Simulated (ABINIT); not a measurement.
# A GW chain in ABINIT: H6PbCNCl3 (Pm), part 3 of 3

Wanted: ground state, empty states, screening and self-energy for H6PbCNCl3 (Pm).

ABINIT 10.8.3; PBEsol and many-body steps on it, plane waves. Known limits of the many-body steps: not at the basis limit; no spin-orbit coupling; coarse k mesh.

So far. Step 3 (Bands along the symmetry lines): The gap is 2.463 eV, as in the run before at this level. Step 4 (Empty states on the mesh, 2×2×2 mesh, 183 bands): On this mesh the gap is 2.463 eV.

## 5. Screening, 2×2×2 mesh, 167 bands, screening to 103.4 eV

The RPA dielectric matrix is built and inverted for each q.

This step: RPA screening on PBEsol, plane waves, norm-conserving pseudopotentials.

Contents of run.abi:

```
acell 3*1.0 Angstrom
rprim 
  5.752832000000 0.000000000000 0.000000000000
  0.000000000000 5.764671000000 0.000000000000
  -0.002604000000 0.000000000000 5.855201000000
ntypat 5
znucl 1 82 6 7 17
natom 12
typat 1 1 1 1 1 1 2 3 4 5 5 5
xred 
  0.879476000000 0.500000000000 0.790423000000
  0.813252000000 0.344072000000 0.047387000000
  0.813252000000 0.655928000000 0.047387000000
  0.229661000000 0.354316000000 0.978538000000
  0.229661000000 0.645684000000 0.978538000000
  0.170957000000 0.500000000000 0.216412000000
  0.473988000000 0.000000000000 0.483874000000
  0.894268000000 0.500000000000 0.976848000000
  0.144932000000 0.500000000000 0.040731000000
  0.427891000000 0.000000000000 0.975558000000
  0.429192000000 0.500000000000 0.520036000000
  0.971826000000 0.000000000000 0.439660000000
pp_dirpath "pseudos"
pseudos "H.upf, Pb.upf, C.upf, N.upf, Cl.upf"
ecut 37
ngkpt 2 2 2
nshiftk 1
shiftk 0 0 0
kptopt 1
chksymbreak 0
istwfk *1
occopt 1
irdwfk 1
optdriver 3
nband 167
ecuteps 3.8
inclvkb 2
awtr 1
symchi 1
indata_prefix "in"
outdata_prefix "out"
tmpdata_prefix "tmp"
```

The run is started by

```console
> OMP_NUM_THREADS=1 mpirun -n 8 abinit run.abi > log
```

Numbers of over 12 decimals in the logs are rounded to 6 here.

What it wrote:

```text
.Version 10.8.3 of ABINIT. v10.8.2 released Aug 2026.

 Symmetries : space group Pm (#  6); Bravais mP (primitive monocl.)
[... echo of the input left out ...]
== DATASET  1 ==================================================================
-   mpi_nproc: 8, omp_nthreads: 1 (-1 if OMP is not activated)

--- !DatasetInfo
iteration_state: {dtset: 1, }
dimensions: {natom: 12, nkpt: 8, mband: 167, nsppol: 1, nspinor: 1, nspden: 1, mpw: 14134, }
cutoff_energies: {ecut:  37.0, pawecutdg:  -1.0, }
electrons: {nelect:   5.80000000E+01, charge:   0.00000000E+00, occopt:   1.00000000E+00, tsmear:   1.00000000E-02, }

 SCREENING: Calculation of the susceptibility and dielectric matrices

 Based on a program developped by R.W. Godby, V. Olevano, G. Onida, and L. Reining.
 Incorporated in ABINIT by V. Olevano, G.-M. Rignanese, and M. Torrent.
.Using double precision arithmetic ; gwpc =  8

[... cell and pseudopotentials left out ...]
--------------------------------------------------------------------------------

 ==== K-mesh for the wavefunctions ====
 Number of points in the irreducible wedge :     8
[... list of points left out ...]
 Together with  2 symmetry operations and time-reversal symmetry
 yields     8 points in the full Brillouin Zone.

 ==== Q-mesh for the screening function ====
 Number of points in the irreducible wedge :     8
[... list of points left out ...]
 Together with  2 symmetry operations and time-reversal symmetry
 yields     8 points in the full Brillouin Zone.

 setmesh: FFT mesh size selected  =    40x   40x   40
          total number of points  =        64000

 vcoul_init : cutoff-mode = AUXILIARY_FUNCTION
 q-points for optical limit:   1
     1)      0.000010    0.000020    0.000030

- screening: taking advantage of time-reversal symmetry
- Maximum band index for partially occupied states nbvw = 29
- Remaining bands to be divided among processors   nbcw = 138
- Number of bands treated by each node ~17

 Number of electrons calculated from density =   58.0000; Expected =   58.0000
 average of density, n =  0.044262
 r_s =    1.7537
 omega_plasma =   20.2942 [eV]

 calculating chi0 at frequencies [eV] :
  1    0.000000E+00    0.000000E+00
  2    0.000000E+00    2.029422E+01

--------------------------------------------------------------------------------
  q-point number  1        q = ( 0.000000, 0.000000, 0.000000) [r.l.u.]
--------------------------------------------------------------------------------
[... chi0 elements left out ...]
 For q-point:  0.000010 0.000020 0.000030
  dielectric constant =   4.8776
  dielectric constant without local fields =   5.5886

  Average fulfillment of the sum rule on Im[epsilon] for q-point    1 :     60.66  [%]
[... wings left out ...]
  q-point number  2        q = ( 0.500000, 0.000000, 0.000000) [r.l.u.]
--------------------------------------------------------------------------------
[... chi0 elements left out ...]
  Average fulfillment of the sum rule on Im[epsilon] for q-point    2 :     67.00  [%]

 [... 6 further q-points ...]
```

Run time: 92 s. Hardware: 8 MPI ranks of AMD EPYC 7B13 (Zen 3), shared host; peak memory 5.4 GiB.

This step gave:

```yaml
eps_infinity_with_local_fields_on_this_mesh_along_the_program_s_q_direction: 4.878
the_same_without_local_fields: 5.589
plasma_frequency: 20.29 eV
plane_waves_in_the_screening_matrix: 461
```

Local fields lower ε∞ by 13 %. On a Γ-centred mesh this coarse the value itself is usually too large, while a short band sum pulls it down.

## 6. Self-energy, 2×2×2 mesh, 167 bands, screening to 103.4 eV

The self-energy is evaluated for the states that the input lists, and the levels follow from it, in one-shot runs by the linearised quasiparticle equation.

This step: G0W0 on PBEsol, plane waves, norm-conserving pseudopotentials.

Edit run.abi of step 5 so:

```diff
@@ -33,8 +33,17 @@
 irdwfk 1
-optdriver 3
+optdriver 4
 nband 167
+gwcalctyp 0
+ecutsigx 37
+symsigma 1
+nkptgw 2
+kptgw 
+  0.5000000000 0.5000000000 0.5000000000
+  0.0000000000 0.0000000000 0.0000000000
+bdgw 
+  28 31
+  28 31
 ecuteps 3.8
-inclvkb 2
-awtr 1
-symchi 1
+irdscr 1
+ppmodel 1
 indata_prefix "in"
```

What it wrote:

```text
.Version 10.8.3 of ABINIT. v10.8.2 released Aug 2026.

 Symmetries : space group Pm (#  6); Bravais mP (primitive monocl.)
[... echo of the input left out ...]
== DATASET  1 ==================================================================
-   mpi_nproc: 8, omp_nthreads: 1 (-1 if OMP is not activated)

--- !DatasetInfo
iteration_state: {dtset: 1, }
dimensions: {natom: 12, nkpt: 8, mband: 167, nsppol: 1, nspinor: 1, nspden: 1, mpw: 14134, }
cutoff_energies: {ecut:  37.0, pawecutdg:  -1.0, }
electrons: {nelect:   5.80000000E+01, charge:   0.00000000E+00, occopt:   1.00000000E+00, tsmear:   1.00000000E-02, }

 SIGMA: Calculation of the GW corrections

 Based on a program developped by R.W. Godby, V. Olevano, G. Onida, and L. Reining.
 Incorporated in ABINIT by V. Olevano, G.-M. Rignanese, and M. Torrent.
.Using double precision arithmetic ; gwpc =  8

[... cell and pseudopotentials left out ...]
--------------------------------------------------------------------------------

 ==== K-mesh for the wavefunctions ====
 Number of points in the irreducible wedge :     8
[... list of points left out ...]
 Together with  2 symmetry operations and time-reversal symmetry
 yields     8 points in the full Brillouin Zone.

 ==== Q-mesh for screening function ====
 Number of points in the irreducible wedge :     8
[... list of points left out ...]
 Together with  2 symmetry operations and time-reversal symmetry
 yields     8 points in the full Brillouin Zone.

 vcoul_init : cutoff-mode = AUXILIARY_FUNCTION
 q-points for optical limit:   1
     1)      0.000010    0.000020    0.000030
 setmesh: FFT mesh size selected  =    60x   60x   64
          total number of points  =       230400

 Number of electrons calculated from density =   58.0000; Expected =   58.0000
 average of density, n =  0.044262
 r_s =    1.7537
 omega_plasma =   20.2942 [eV]

 === KS Band Gaps ===
  >>>> For spin  1
   Minimum direct gap =   2.4631 [eV], located at k-point      :   0.5000  0.5000  0.5000
   Fundamental gap    =   2.4631 [eV], Top of valence bands at :   0.5000  0.5000  0.5000
                                       Bottom of conduction at :   0.5000  0.5000  0.5000
 SIGMA fundamental parameters:
 PLASMON POLE MODEL  1
 number of plane-waves for SigmaX                14083
 number of plane-waves for SigmaC and W            461
 number of plane-waves for wavefunctions         14083
 number of bands                                   167
 number of independent spin polarizations            1
 number of spinorial components                      1
 number of k-points in IBZ                           8
 number of q-points in IBZ                           8
 number of symmetry operations                       2
 number of k-points in BZ                            8
 number of q-points in BZ                            8
 number of frequencies for dSigma/dE                 9
 frequency step for dSigma/dE [eV]                0.25
 number of omega for Sigma on real axis              0
 max omega for Sigma on real axis  [eV]           0.00
 zcut for avoiding poles [eV]                     0.10

 EPSILON^-1 parameters (SCR file):
 dimension of the eps^-1 matrix on file            461
 dimension of the eps^-1 matrix used               461
 number of plane-waves for wavefunctions         14083
 number of bands                                   167
 number of q-points in IBZ                           8
 number of frequencies                               2
 number of real frequencies                          1
 number of imag frequencies                          1

 matrix elements of self-energy operator (all in [eV])

 Perturbative Calculation

--- !SelfEnergy_ee
iteration_state: {dtset: 1, }
kpoint     : [   0.500,    0.500,    0.500, ]
spin       : 1
KS_gap     :    2.463
QP_gap     :    4.076
Delta_QP_KS:    1.612
data: !SigmaeeData |
     Band     E0 <VxcDFT>   SigX SigC(E0)      Z dSigC/dE  Sig(E)    E-E0       E
       28  -0.548 -13.932 -18.306   3.045   0.775  -0.291 -14.962  -1.029  -1.578
       29   0.627 -15.051 -17.601   1.894   0.794  -0.260 -15.572  -0.520   0.107
       30   3.091 -10.596  -6.392  -2.877   0.823  -0.215  -9.503   1.092   4.183
       31   3.113 -10.532  -6.307  -2.886   0.824  -0.213  -9.428   1.103   4.216

--- !SelfEnergy_ee
iteration_state: {dtset: 1, }
kpoint     : [   0.000,    0.000,    0.000, ]
spin       : 1
KS_gap     :    5.799
QP_gap     :    7.612
Delta_QP_KS:    1.813
data: !SigmaeeData |
     Band     E0 <VxcDFT>   SigX SigC(E0)      Z dSigC/dE  Sig(E)    E-E0       E
       28  -0.725 -13.651 -18.066   3.066   0.773  -0.293 -14.694  -1.043  -1.767
       29  -0.698 -13.665 -18.067   3.058   0.774  -0.293 -14.705  -1.040  -1.738
       30   5.101  -7.648  -3.631  -3.101   0.843  -0.186  -6.876   0.773   5.874
       31   6.045 -11.497  -6.923  -3.155   0.807  -0.239 -10.351   1.146   7.190

== END DATASET(S) ==============================================================
================================================================================

 -outvars: echo values of variables after computation  --------
           etotal      0.0000000000E+00
            nband         167
             nkpt           8
          spgroup           6
 [... the other variables as echoed above ...]

 Calculation completed.
```

Wall time 21 s (8 MPI ranks); peak memory 3.3 GiB.

Numbers from this step:

| Quantity | Value |
| --- | --- |
| G0W0 gap on the points computed | 4.076 eV |
| starting gap on the mesh | 2.463 eV |
| k of the valence top | 0.5, 0.5, 0.5 |
| k of the conduction bottom | 0.5, 0.5, 0.5 |
| Z at the valence top | 0.794 |
| Z at the conduction bottom | 0.823 |
| least direct G0W0 gap on the computed points | 4.076 eV |

The gap on the mesh goes from 2.46 eV to 4.08 eV, a correction of +1.61 eV.

Limits: finite bands, cutoff and mesh; no spin-orbit coupling; coarse k mesh. v1 is the top filled band, c1 the lowest empty one. Levels before and after the correction, in eV, zero at the valence-band top of each column:

```csv
,conduction bottom,valence top
Kohn-Sham,2.46,0.00
G0W0,4.08,0.00
```

```
                      level  energy (eV)
Kohn-Sham  (0.5 0.5 0.5) v2       -1.176
Kohn-Sham  (0.5 0.5 0.5) v1        0.000
Kohn-Sham  (0.5 0.5 0.5) c1        2.463
Kohn-Sham  (0.5 0.5 0.5) c2        2.486
     G0W0  (0.5 0.5 0.5) v2       -1.685
     G0W0  (0.5 0.5 0.5) v1        0.000
     G0W0  (0.5 0.5 0.5) c1        4.076
     G0W0  (0.5 0.5 0.5) c2        4.109
```

## 7. Where the time went

Times are wall times on 8 MPI ranks of AMD EPYC 7B13 (Zen 3), shared host, good to a factor of about two.

```
                          step     time  share  memory (GiB)
                  ground state  2.2 min   26 %           1.3
bands along the symmetry lines     71 s   14 %           1.1
      empty states on the mesh  3.2 min   38 %           1.1
                     screening     92 s   18 %           5.4
                   self-energy     21 s    4 %           3.3
```

## 8. Outcome

| Property | Result |
| --- | --- |
| PBEsol gap | 2.46 eV, direct |
| G0W0 gap on the mesh | 4.08 eV |
| GW settings | 2×2×2 mesh, 167 bands, screening to 103.4 eV, Godby-Needs plasmon pole |
| known limits | not at the basis limit; no spin-orbit coupling; coarse k mesh |

**Reading.** G0W0 moves the gap on the mesh from 2.46 eV to 4.08 eV (+1.61 eV), with Z of 0.79 and 0.82 at the edges. Local fields lower the RPA ε∞ on this mesh from 5.59 to 4.88; a Γ-centred mesh this coarse tends to raise both, most where the direct gap is narrow, while a short band sum lowers them. Only 2 of the mesh's irreducible points were corrected, so a valley elsewhere could overtake. Bands and cutoff are finite, so the gap is not at the basis limit. The miss can reach some tenths of an eV and take either sign; the mesh is an error of its own. In the G0W0 run levels were corrected at 2 k points alone, so a gap called «on the mesh» is the least over those, and an edge elsewhere would be missed. The 2×2×2 mesh is coarse for this cell, which bears on the long-range parts of exchange and screening. Where an edge is built on 6p states of lead, bismuth or thallium, scalar-relativistic gaps usually stand too wide, by a few tenths to over one eV. The many-body steps are scalar-relativistic: spin-orbit coupling is not in them.

[Paths, hosts, dates, memory and timing lines, banners, echoed tables and standing remarks are left out of the program output.]

[Logs are printed without paths, hosts, clocks, repeated set-up lines and the standing remarks that a program may print on its own settings, such as how far it seeks lower states.]

[Runs of the session that timed out or met a known fault of the program may be left out.]

[Hosts, paths, dates, database ids (printed as entryN), source tags and the programs' standing remarks are cut or masked in the printed files.]

[G0W0 gaps are taken among the corrected bands and points alone; a level outside them can change the order at an edge.]

[Where Ansatz stands beside ABINIT at settings called matched, ABINIT's density can come from a denser mesh and the files from another edition; pairs whose starting gaps differed by over 0.03 eV were left out, so agreement reads better than it is.]
